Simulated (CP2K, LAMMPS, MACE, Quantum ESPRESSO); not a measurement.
# Pressure against volume in a static frame of amorphous polyethylene with carbon dioxide (capped chains of 6 units) from 540 K (106 atoms), MACE MPA-0 medium

Density of this cell: 0.777 g/cm³. The cell holds 106 atoms: 34 C, 60 H and 12 O. Cell: a = 11.220 Å, b = 11.220 Å, c = 11.220 Å, α = 90.0°, β = 90.0°, γ = 90.0°. 2 polyethylene chains of 6 units with methyl end groups, 6 carbon dioxide placed at random, at 0.777 g/cm³; overlaps pushed apart, then 20 ps at 800 K with MMFF94 bonds, angles, torsions, charges and radii (Halgren, J. Comput. Chem. 17, 490 (1996)) in harmonic and 12-6 forms. Snapshot after 30 ps at 540 K and fixed volume. Then the atoms were relaxed with MACE MPA-0 medium in the fixed cell. Then the atoms were relaxed with CP2K double zeta, PBE+D3(BJ). That run stopped short of its end.

Calculated with MACE MPA-0 medium: MACE MPA-0 medium, trained on PBE(+U) plane-wave data, no dispersion term. The unchanged cell has V0 = 13.324 Å³ an atom and P0 = -0.244 GPa. It is scaled evenly, and CP2K double zeta, PBE+D3(BJ) relaxes the atoms at each volume before the single point.

```
volume (Å³/atom)  pressure (GPa)
          12.524               ?
          12.924         -0.0476
          13.723         -0.3317
          14.123         -0.4006
```

**Question.** Fit a second-order expansion in ln V to the rows given and extrapolate to the withheld row.

**Working.**

To second order in u = ln(V/V0), P = P0 − B u + ½ B B′ u², with B the bulk modulus at V0 and B′ its pressure derivative. So v = (P − P0)/u is a line in u, with intercept −B and slope ½ B B′.

```
         u   v (GPa)
-0.0304592  -6.45453
 0.0295588  -2.96020
 0.0582689  -2.68411
```

With n = 3: mean u = 0.0191228, mean v = -4.03295, Σ(u − ū)² = 0.0040997, Σ(u − ū)(v − v̄) = 0.18406. Slope b = 0.18406 / 0.0040997 = 44.897; intercept a = v̄ − b ū = -4.8915.

So B = 4.89 GPa and B′ = 2b/B = 18. At the withheld volume u = -0.06188, v = a + b u = -7.670 GPa, and P = P0 + u v.

Prediction at 12.524: 0.2304 GPa. The run gave 0.1504 GPa, so the fit is high by 0.080 GPa (53 % of the value).

B′ = 18 rests on three points, and the miss at the fourth puts it in doubt. Among the rows given, the largest miss of the fit is at 14.123, by 0.024 GPa (4.3 % of the range of the table).

Limits: Static cells at zero temperature, with the cell shape held. Some relaxations stopped short of their force threshold. The atoms follow CP2K double zeta, PBE+D3(BJ), not this level's own minimum.

[Logs are printed without paths, hosts, clocks, repeated set-up lines and the standing remarks that a program may print on its own settings, such as how far it seeks lower states.]

[Hosts, paths, dates, database ids (printed as entryN), source tags and the programs' standing remarks are cut or masked in the printed files.]

[The MMFF94 radii named for the starting cell were scaled by 0.96; in molecules described by MMFF94, hydrogen bound to N, O or S took a small fixed 12-6 site in their place.]
